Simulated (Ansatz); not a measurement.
# Y on Ir(111): change of the work function

Aim: the work function of Ir(111) at several coverages of Y (fcc site), and the dipole that each adsorbate carries.

Program: Ansatz 0.2.0. Level of theory: plane-wave DFT, PBE, Ansatz PAW. Values are calculated unless marked as measured.

## 1. The system as given

The cell holds 4 atoms: 4 Ir. Its edges and angles: a = 2.715 Å, b = 2.715 Å, c = 24.651 Å, α = 90.0°, β = 90.0°, γ = 60.0°. Vacuum lies along c.

## 2. The clean slab

The bare slab comes first, as the zero from which every change is counted. The two lowest layers are held at bulk places and the upper ones relax. The dipole correction removes the false field that a one-sided slab makes across the periodic vacuum, so each face gets a flat vacuum level of its own.

Contents of input.yaml:

```yaml
crystal:
  lattice:
    - [2.7152900398, 0.0, 0.0]
    - [1.3576450199, 2.3515101531, 0.0]
    - [0.0, 0.0, 24.6510751011]
  atoms:
    - { symbol: Ir, position: [0.0, 0.0, 0.3650956383] }
    - { symbol: Ir, position: [0.3333333333, 0.3333333333, 0.4550318794] }
    - { symbol: Ir, position: [0.6666666667, 0.6666666667, 0.5449681206] }
    - { symbol: Ir, position: [0.0, 0.0, 0.6349043617] }
kpoints:
  mp_grid: { grid: [12, 12, 1] }
hamiltonian:
  xc: pbe
scf:
  occupations: { method: fermi_dirac, width: 0.1 }
  convergence: { dr2_threshold: 1.0e-08 }
efield:
  axis: 3
  dipole_correction: true
  ramp_position: 0.97
  ramp_width: 0.06
relax:
  f_tol: 0.02
  max_steps: 60
  constraints: [{ sites: [0, 1] }]
output:
  write_potential: true
  write_density: true
  volumetric_format: npy
```

Run with:

```bash
$ ansatz run input.yaml --threads 4 --pin off --max-ram 16384MiB --backend cpu --events-out ev --progress --plain --runs-dir out
```

Output:

```text
Engine: ansatz 0.2.0, aarch64-unknown-linux-gnu
Pseudopotentials: kind: paw
Pseudopotential: Ir, paw, valence charge 17, recommended cutoff 420 eV (normal), Ir.paw.azcp
Functional definition: PBE
  parameter kappa = 0.804
  parameter beta = 0.066725
  exchange = pbe_x(kappa = kappa, mu = beta*pi^2/3)
  correlation = pbe_c(beta = beta)
Crystal: 4 atoms, lattice volume = 157.398 Å³
Basis set: ecut = 420 eV, 3101 PW (Γ), exchange–correlation on 40×40×360 points (8 copies of the dense FFT grid, shifted against one another)
Bands: 41, of which v1, the nominal top of the filled ones, is band 34 counted from 1 (33 counted from 0)
Symmetry: 6 space group operations
k-points: 19 of 144 (time reversal used)
Non-local potential: Ir, projectors of the file, l = 0: 3, l = 1: 2, l = 2: 2, l = 3: 1
PAW form: soft (Blöchl's): semilocal exchange-correlation on the pseudo side does not see the compensation charge
PAW one-centre angular grid: Ir, 590 points (default); XC on 64 Gauss nodes
Initial density: superposition of atomic densities (neutral atoms: chi_scale 0, normalization atom), corrected by the library's trained network
Initial wavefunctions: pseudopotential atomic-orbital guess
Functional: x = pbe(κ = 0.804, μ = 0.219515), c = pbe(β = 0.066725)
SCF iter   1: F=—  HF=-47739.534662 eV  |F-HF|=—  |Δ(HF+E_count)|=         —  Δρ=6.19e-3  dr2=3.30e-1  ethr=1.77e-3  p=0.000 e·Å  D=9.34e-15 V/Å  ΔV_dip=-0.00 eV  dr2_dipole=3.62e-7  V_vac-E_F(+/−)=5.19/5.19 eV  ⟨swp⟩=7.8  Hψ=3557  notcnv=0  defer=2
efield: sawtooth ramp at fractional position 0.9700 (set: `efield.ramp_position`, or a place that a band, a saddle search or an elastic batch's reference lends), width 0.0600; the density the first Hamiltonian is built on has a dipole p = 0.000 e·Å; the dipole correction subtracts the counter field D = 9.34e-15 V/Å, which shifts the + side's vacuum level by -0.00 eV against the − side's; the planar-averaged density in the ramp window peaks in size at 1.1e-5 e/Å³
preconditioner: auto → LDOS  [metal: Δε(μ)=0.097 eV  Ē_g=6.266 eV  σ=0.100 eV  W_gap=0.23  n_scr=18 (ndim 8)  ℏωp=17.8 eV  f_vac=0.579  D(μ)=3.93/eV (n_scr^D=16)  β→1.0]
SCF iter   2: F=—  HF=-47739.532903 eV  |F-HF|=—  |Δ(HF+E_count)|=   1.76e-3  Δρ=2.42e-3  dr2=2.91e-2  ethr=4.85e-4  p=-0.000 e·Å  D=-4.09e-5 V/Å  ΔV_dip=0.00 eV  dr2_dipole=6.08e-7  V_vac-E_F(+/−)=5.47/5.47 eV  ⟨swp⟩=1.8  Hψ=981  notcnv=0  defer=3
SCF iter   3: F=—  HF=-47739.530415 eV  |F-HF|=—  |Δ(HF+E_count)|=   2.49e-3  Δρ=5.42e-4  dr2=4.60e-4  ethr=4.28e-5  p=-0.000 e·Å  D=-3.23e-6 V/Å  ΔV_dip=0.00 eV  dr2_dipole=1.63e-8  V_vac-E_F(+/−)=5.48/5.48 eV  ⟨swp⟩=1.8  Hψ=1050  notcnv=0  defer=3
SCF iter   4: F=—  HF=-47739.530408 eV  |F-HF|=—  |Δ(HF+E_count)|=   6.62e-6  Δρ=1.07e-4  dr2=1.71e-5  ethr=6.77e-7  p=-0.000 e·Å  D=-2.54e-6 V/Å  ΔV_dip=0.00 eV  dr2_dipole=5.97e-10  V_vac-E_F(+/−)=5.49/5.48 eV  ⟨swp⟩=2.5  Hψ=1492  notcnv=0  defer=3
SCF iter   5: F=—  HF=-47739.530409 eV  |F-HF|=—  |Δ(HF+E_count)|=   4.11e-8  Δρ=3.97e-5  dr2=2.38e-6  ethr=2.51e-8  p=-0.000 e·Å  D=-6.64e-7 V/Å  ΔV_dip=0.00 eV  dr2_dipole=1.81e-10  V_vac-E_F(+/−)=5.49/5.49 eV  ⟨swp⟩=3.4  Hψ=1824  notcnv=0  defer=3
SCF iter   6: F=—  HF=-47739.530404 eV  |F-HF|=—  |Δ(HF+E_count)|=   4.32e-6  Δρ=1.67e-5  dr2=6.18e-7  ethr=3.51e-9  p=-0.000 e·Å  D=-9.94e-7 V/Å  ΔV_dip=0.00 eV  dr2_dipole=8.41e-11  V_vac-E_F(+/−)=5.49/5.49 eV  ⟨swp⟩=2.4  Hψ=1311  notcnv=0  defer=3
SCF iter   7: F=—  HF=-47739.530405 eV  |F-HF|=—  |Δ(HF+E_count)|=   3.13e-7  Δρ=3.98e-6  dr2=5.26e-8  ethr=9.08e-10  p=-0.000 e·Å  D=-2.22e-7 V/Å  ΔV_dip=0.00 eV  dr2_dipole=2.79e-12  V_vac-E_F(+/−)=5.49/5.49 eV  ⟨swp⟩=2.8  Hψ=1526  notcnv=0  defer=3
SCF iter   8: F=-47739.530405 eV  HF=-47739.530405 eV  |F-HF|=7.63e-9  |Δ(HF+E_count)|=   1.76e-8  Δρ=1.09e-6  dr2=3.19e-9  ethr=1.47e-11  p=-0.000 e·Å  D=-3.88e-8 V/Å  ΔV_dip=0.00 eV  dr2_dipole=1.15e-14  V_vac-E_F(+/−)=5.49/5.49 eV  ⟨swp⟩=11.1  Hψ=6015  notcnv=0
SCF 1 converged in 8 iterations: F = -47739.530405 eV  dr2 = 3.19e-9
  greatest PAW one-centre occupation: 1.000 electrons in one spin orbital (limit 2), on the Ir atom at site 1 (counted from 0), in its partial waves of l = 0
relax step   1: F+E_penalty+E_count = -47739.53040454 eV  Δ(F+E_penalty+E_count) = +0.000e0 eV  max|allowed force component| = 1.352e-1 eV/Å  Δτ_max = 0.0000 Å  (8 SCF iters, accepted)
Initial density: handed on by an earlier stage of this run
Initial wavefunctions: those handed on with the density
iter 1 solved again at ethr=1.27e-4 eV; its pass at ethr=3.10e-3 eV (dr2=8.61e-2 eV) is discarded
SCF iter   1: F=—  HF=-47739.531032 eV  |F-HF|=—  |Δ(HF+E_count)|=         —  Δρ=2.46e-3  dr2=7.87e-2  ethr=1.27e-4  p=-0.000 e·Å  D=-3.38e-7 V/Å  ΔV_dip=0.00 eV  dr2_dipole=3.17e-2  V_vac-E_F(+/−)=5.48/5.48 eV  ⟨swp⟩=1.9  Hψ=2300  notcnv=0  defer=5
efield: sawtooth ramp at fractional position 0.9700 (set: `efield.ramp_position`, or a place that a band, a saddle search or an elastic batch's reference lends), width 0.0600; the density the first Hamiltonian is built on has a dipole p = -0.000 e·Å; the dipole correction subtracts the counter field D = -3.38e-7 V/Å, which shifts the + side's vacuum level by +0.00 eV against the − side's; the planar-averaged density in the ramp window peaks in size at 2.8e-6 e/Å³
preconditioner: auto → LDOS  [metal: Δε(μ)=0.080 eV  Ē_g=6.312 eV  σ=0.100 eV  W_gap=0.19  n_scr=18 (ndim 8)  ℏωp=17.8 eV  f_vac=0.582  D(μ)=3.84/eV (n_scr^D=16)  β→1.0]
SCF iter   2: F=—  HF=-47739.530295 eV  |F-HF|=—  |Δ(HF+E_count)|=   7.36e-4  Δρ=1.06e-3  dr2=4.86e-3  ethr=1.16e-4  p=0.002 e·Å  D=2.34e-3 V/Å  ΔV_dip=-0.06 eV  dr2_dipole=1.15e-3  V_vac-E_F(+/−)=5.44/5.50 eV  ⟨swp⟩=2.0  Hψ=965  notcnv=0  defer=5
SCF iter   3: F=—  HF=-47739.529492 eV  |F-HF|=—  |Δ(HF+E_count)|=   8.04e-4  Δρ=4.91e-4  dr2=1.58e-3  ethr=7.15e-6  p=0.000 e·Å  D=5.10e-4 V/Å  ΔV_dip=-0.01 eV  dr2_dipole=1.15e-5  V_vac-E_F(+/−)=5.48/5.49 eV  ⟨swp⟩=3.0  Hψ=1497  notcnv=0  defer=5
SCF iter   4: F=—  HF=-47739.529184 eV  |F-HF|=—  |Δ(HF+E_count)|=   3.08e-4  Δρ=7.79e-5  dr2=1.08e-5  ethr=2.32e-6  p=0.001 e·Å  D=9.35e-4 V/Å  ΔV_dip=-0.02 eV  dr2_dipole=1.05e-6  V_vac-E_F(+/−)=5.47/5.49 eV  ⟨swp⟩=2.2  Hψ=1153  notcnv=0  defer=5
SCF iter   5: F=—  HF=-47739.529177 eV  |F-HF|=—  |Δ(HF+E_count)|=   7.14e-6  Δρ=3.71e-5  dr2=3.99e-6  ethr=1.59e-8  p=0.001 e·Å  D=8.37e-4 V/Å  ΔV_dip=-0.02 eV  dr2_dipole=1.40e-8  V_vac-E_F(+/−)=5.47/5.50 eV  ⟨swp⟩=2.9  Hψ=1583  notcnv=0  defer=5
SCF iter   6: F=—  HF=-47739.529168 eV  |F-HF|=—  |Δ(HF+E_count)|=   8.34e-6  Δρ=9.86e-6  dr2=2.12e-7  ethr=5.87e-9  p=0.001 e·Å  D=7.52e-4 V/Å  ΔV_dip=-0.02 eV  dr2_dipole=6.16e-9  V_vac-E_F(+/−)=5.48/5.49 eV  ⟨swp⟩=2.2  Hψ=1200  notcnv=0  defer=5
SCF iter   7: F=—  HF=-47739.529168 eV  |F-HF|=—  |Δ(HF+E_count)|=   2.30e-7  Δρ=4.00e-6  dr2=3.19e-8  ethr=3.11e-10  p=0.001 e·Å  D=7.21e-4 V/Å  ΔV_dip=-0.02 eV  dr2_dipole=6.66e-9  V_vac-E_F(+/−)=5.48/5.49 eV  ⟨swp⟩=3.1  Hψ=1431  notcnv=0  defer=5
SCF iter   8: F=-47739.529169 eV  HF=-47739.529169 eV  |F-HF|=8.45e-9  |Δ(HF+E_count)|=   8.39e-8  Δρ=1.08e-6  dr2=2.71e-9  ethr=1.47e-11  p=0.001 e·Å  D=7.05e-4 V/Å  ΔV_dip=-0.02 eV  dr2_dipole=3.01e-10  V_vac-E_F(+/−)=5.48/5.49 eV  ⟨swp⟩=11.2  Hψ=5954  notcnv=0
SCF 2 converged in 8 iterations: F = -47739.529169 eV  dr2 = 2.71e-9
  greatest PAW one-centre occupation: 1.000 electrons in one spin orbital (limit 2), on the Ir atom at site 2 (counted from 0), in its partial waves of l = 0
relax step   2: F+E_penalty+E_count = -47739.52916854 eV  Δ(F+E_penalty+E_count) = +1.236e-3 eV  max|allowed force component| = 2.063e-1 eV/Å  Δτ_max = 0.0402 Å  (8 SCF iters, rejected (line search))
SCF iter   1: F=—  HF=-47739.532187 eV  |F-HF|=—  |Δ(HF+E_count)|=         —  Δρ=1.53e-3  dr2=2.86e-2  ethr=4.36e-4  p=0.001 e·Å  D=7.05e-4 V/Å  ΔV_dip=-0.02 eV  dr2_dipole=1.13e-2  V_vac-E_F(+/−)=5.48/5.50 eV  ⟨swp⟩=2.7  Hψ=1390  notcnv=0  defer=5
efield: sawtooth ramp at fractional position 0.9700 (set: `efield.ramp_position`, or a place that a band, a saddle search or an elastic batch's reference lends), width 0.0600; the density the first Hamiltonian is built on has a dipole p = 0.001 e·Å; the dipole correction subtracts the counter field D = 7.05e-4 V/Å, which shifts the + side's vacuum level by -0.02 eV against the − side's; the planar-averaged density in the ramp window peaks in size at 2.3e-6 e/Å³
preconditioner: auto → LDOS  [metal: Δε(μ)=0.082 eV  Ē_g=6.284 eV  σ=0.100 eV  W_gap=0.20  n_scr=18 (ndim 8)  ℏωp=17.8 eV  f_vac=0.581  D(μ)=3.88/eV (n_scr^D=16)  β→1.0]
SCF iter   2: F=—  HF=-47739.531721 eV  |F-HF|=—  |Δ(HF+E_count)|=   4.67e-4  Δρ=6.52e-4  dr2=1.43e-3  ethr=4.20e-5  p=-0.000 e·Å  D=-4.32e-4 V/Å  ΔV_dip=0.01 eV  dr2_dipole=2.25e-4  V_vac-E_F(+/−)=5.50/5.49 eV  ⟨swp⟩=2.1  Hψ=1154  notcnv=0  defer=5
SCF iter   3: F=—  HF=-47739.531476 eV  |F-HF|=—  |Δ(HF+E_count)|=   2.44e-4  Δρ=3.15e-4  dr2=6.21e-4  ethr=2.10e-6  p=0.000 e·Å  D=4.60e-4 V/Å  ΔV_dip=-0.01 eV  dr2_dipole=3.40e-6  V_vac-E_F(+/−)=5.48/5.49 eV  ⟨swp⟩=2.9  Hψ=1511  notcnv=0  defer=5
SCF iter   4: F=—  HF=-47739.531352 eV  |F-HF|=—  |Δ(HF+E_count)|=   1.24e-4  Δρ=4.39e-5  dr2=3.31e-6  ethr=9.13e-7  p=0.000 e·Å  D=1.92e-4 V/Å  ΔV_dip=-0.00 eV  dr2_dipole=7.79e-8  V_vac-E_F(+/−)=5.49/5.49 eV  ⟨swp⟩=2.1  Hψ=1153  notcnv=0  defer=5
SCF iter   5: F=—  HF=-47739.531341 eV  |F-HF|=—  |Δ(HF+E_count)|=   1.07e-5  Δρ=2.02e-5  dr2=1.03e-6  ethr=4.87e-9  p=0.000 e·Å  D=2.40e-4 V/Å  ΔV_dip=-0.01 eV  dr2_dipole=6.27e-9  V_vac-E_F(+/−)=5.49/5.49 eV  ⟨swp⟩=3.1  Hψ=1636  notcnv=0  defer=5
SCF iter   6: F=—  HF=-47739.531341 eV  |F-HF|=—  |Δ(HF+E_count)|=   3.79e-7  Δρ=8.03e-6  dr2=1.31e-7  ethr=1.52e-9  p=0.000 e·Å  D=2.78e-4 V/Å  ΔV_dip=-0.01 eV  dr2_dipole=2.79e-9  V_vac-E_F(+/−)=5.49/5.49 eV  ⟨swp⟩=2.2  Hψ=1171  notcnv=0  defer=5
SCF iter   7: F=—  HF=-47739.531342 eV  |F-HF|=—  |Δ(HF+E_count)|=   1.54e-7  Δρ=2.33e-6  dr2=1.11e-8  ethr=1.93e-10  p=0.000 e·Å  D=2.91e-4 V/Å  ΔV_dip=-0.01 eV  dr2_dipole=3.45e-9  V_vac-E_F(+/−)=5.49/5.49 eV  ⟨swp⟩=2.3  Hψ=1199  notcnv=0  defer=5
SCF iter   8: F=-47739.531342 eV  HF=-47739.531342 eV  |F-HF|=4.76e-9  |Δ(HF+E_count)|=   3.00e-8  Δρ=5.88e-7  dr2=7.07e-10  ethr=1.47e-11  p=0.000 e·Å  D=2.99e-4 V/Å  ΔV_dip=-0.01 eV  dr2_dipole=3.66e-11  V_vac-E_F(+/−)=5.49/5.49 eV  ⟨swp⟩=10.5  Hψ=5643  notcnv=0
SCF 3 converged in 8 iterations: F = -47739.531342 eV  dr2 = 7.07e-10
relax step   3: F+E_penalty+E_count = -47739.53134163 eV  Δ(F+E_penalty+E_count) = -9.371e-4 eV  max|allowed force component| = 2.789e-3 eV/Å  Δτ_max = 0.0158 Å  (8 SCF iters, accepted)
NSCF: frozen V_eff on 19 k-points
the band table was solved once a step of the walk had ended and its energy, with any forces and stress, was formed, with the checks that follow a solve (3881 applications of the Hamiltonian). They found nothing against the state; the energy, forces and stress were not computed again (output.eigenvalues in the input reference)
WARN: The output density's exchange-correlation potential varies sharply where the density is thin. Do not read a vacuum level from v_tot or v_xc, or from such a field of the output density. On a cell that repeats whose density bears no net charge and no dipole along the vacuum's axis use v_es (v_loc + v_h of the components); under efield.dipole_correction with no amplitude use v_es + v_field, which holds any externa [...]
SCF converged after 8 iterations
Free energy (F): -47739.531342 eV
Harris-Foulkes:  -47739.531342 eV  (|F-HF|=4.76e-9)
Internal energy: -47739.398849 eV  (E = F + TS)
E sigma→0 (E₀):  -47739.465095 eV
Entropy (-TS):   -0.132493 eV (-33.123 meV/atom)
Fermi energy:    5.735751 eV
Dipole field:    D = 0.000308 V/Å  (p = 0.000268 e·Å, saw-weighted, corrected)
Work function:   Φ+ = 5.4864 eV   Φ− = 5.4940 eV
Levels:          The Fermi level and band energies are counted from a zero that moves with the ramp; work functions are not
--- Per-component energies (eV) ---
  E_band       = -1671.576538
  E_kinetic    = 2486.113090
  E_local      = -117421.112916  (includes V_loc(G=0)·N_el)
  E_nonlocal   = 291.629511
  E_hartree    = 57547.560114
  E_xc         = -1068.589999
  E_vxc        = -1195.849487  (∫ρ·V_xc dr)
  E_paw        = -36893.549534  (= ΣΔE_a)
  E_vpaw       = -927.471881  (= ΣTr[D̂ρ^β])
  E_aug_tail   = 0.000219  (compensation charges beyond the density's cutoff)
  E_efield     = 0.000000  (sawtooth field / dipole correction)
  E_vefield    = 0.000096  (∫n·V_field dr)
  E_ewald      = 47318.550667
  E_smearing   = -0.132493  (= −TS)
  E_closure    = -0.000000  (closes the sum)
  Σ components = -47739.531342   (vs F -47739.531342, Δ=0.00e0)
--- Forces (eV/Å), atoms counted from 1 ---
  atom   1  Ir     0.00000000    -0.00000000     0.12831674
  atom   2  Ir    -0.00000000    -0.00000000    -0.13090793
  atom   3  Ir     0.00000000     0.00000000    -0.00020093
  atom   4  Ir    -0.00000000     0.00000000     0.00278891
  max |Σ_I F_I| component: 3.21e-6 eV/Å
--- Band table (eV; the first three rows and the last of 19) ---
  k-point 0: bands = [... 30 lower, 2.8245, 4.5654, 4.5654, 4.9154, 4.9154, 5.0203, 5.8533, 5.8533, ... 3 higher]
  k-point 1: bands = [... 30 lower, 3.0292, 4.3234, 4.3914, 4.3950, 4.8764, 4.9658, 5.3069, 5.8533, ... 3 higher]
  k-point 2: bands = [... 30 lower, 3.6025, 3.6292, 3.8672, 4.2957, 4.5009, 4.9807, 5.8191, 5.8473, ... 3 higher]
  k-point 18: bands = [... 30 lower, 4.4076, 4.4245, 5.5716, 6.0441, 6.1830, 6.1849, 11.3203, 11.4245, ... 3 higher]
--- Relaxed structure (3 steps of the walk, 2 accepted, 0 SCFs on fresh bases) ---
  F+E_penalty+E_count = -47739.53134163 eV   max|allowed force component| = 2.789e-3 eV/Å
  atoms:
    - { symbol: Ir, position: [0.0, 0.0, 0.365096] }
    - { symbol: Ir, position: [0.333333, 0.333333, 0.4550318794] }
    - { symbol: Ir, position: [0.666667, 0.666667, 0.544863] }
    - { symbol: Ir, position: [-7.456013e-19, 0, 0.634264] }
```

Elapsed: 9.3 s, on 4 threads of Arm Neoverse V1, shared host; peak memory 0.47 GiB; 36 s of CPU time.

Step by step:

```tsv
step	energy less that of the first step (eV)	largest force component (eV/Å)
1	0.0000	0.1352
2	0.0012	0.2063
3	-0.0009	0.0028
```

Relaxation step 2 was tried and not accepted.

Forces are held to the 6 operations that the program found; a distortion that breaks them can't arise in this run.

The atoms that moved most (Å):

```tsv
atom	dx	dy	dz	length
Ir4	0.000	0.000	-0.016	0.016
```

The relaxed structure:

```cif
data_structure
_symmetry_space_group_name_H-M 'P 1'
_symmetry_Int_Tables_number 1
_cell_length_a 2.7153
_cell_length_b 2.7153
_cell_length_c 24.6511
_cell_angle_alpha 90.000
_cell_angle_beta 90.000
_cell_angle_gamma 60.000
_cell_volume 157.40
loop_
_atom_site_label
_atom_site_type_symbol
_atom_site_fract_x
_atom_site_fract_y
_atom_site_fract_z
_atom_site_occupancy
Ir1 Ir 0.00000 0.00000 0.36510 1
Ir2 Ir 0.33333 0.33333 0.45503 1
Ir3 Ir 0.66667 0.66667 0.54486 1
Ir4 Ir 0.00000 0.00000 0.63426 1
```

This step gave:

```
energy at zero smearing   : -47739.4651 eV
work function, upper face : 5.486 eV
dipole along the normal   : 2.68e-4 e·Å
```

Running mean over 2.217 Å of the planar mean; the ramp of the sawtooth is left out. The electron's electrostatic potential energy less the Fermi level by z:

z (Å), electron's electrostatic potential energy less the Fermi level (eV) and a bar from the least value:
```
      3.5        5.5 ##############################
      4.0        5.5 ##############################
      4.5        5.5 ##############################
      5.0        5.5 ##############################
      5.5        5.5 ##############################
      6.0        5.4 ##############################
      6.5        5.2 ##############################
      7.0        4.3 ############################
      7.5        0.8 #######################
      8.0       -5.5 #############
      8.5      -10.8 ####
      9.0      -12.7 #
      9.5      -13.1 #
     10.0      -13.3 
     10.5      -13.4 
     11.0      -13.5 
     11.5      -13.6 
     12.0      -13.6 
     12.5      -13.6 
     13.0      -13.6 
     13.5      -13.6 
     14.0      -13.6 
     14.5      -13.5 
     15.0      -13.3 
     15.5      -12.9 #
     16.0      -11.7 ###
     16.5       -7.2 ##########
     17.0       -0.8 ####################
     17.5        3.7 ###########################
     18.0        5.0 #############################
     18.5        5.4 ##############################
     19.0        5.5 ##############################
     19.5        5.5 ##############################
     20.0        5.5 ##############################
     20.5        5.5 ##############################
     21.0        5.5 ##############################
     21.5        5.5 ##############################
```

The relaxation took 3 steps and lowered the energy by 9.4e-4 eV; the largest force on the free atoms ends at 0.0028 eV/Å.

The work function of the upper face is 5.49 eV.

[end of part 1 of 3]

[Long decimals in the printed logs are rounded to 6 places.]

[Logs are printed without paths, hosts, clocks, repeated set-up lines and the standing remarks that a program may print on its own settings, such as how far it seeks lower states.]

[Hosts, paths, dates, database ids (printed as entryN), source tags and the programs' standing remarks are cut or masked in the printed files.]

[Maps of the electrostatic potential energy from Ansatz leave out the sawtooth potential of an applied field or a dipole correction, so their vacuum need not be flat; planar profiles and work functions include it.]
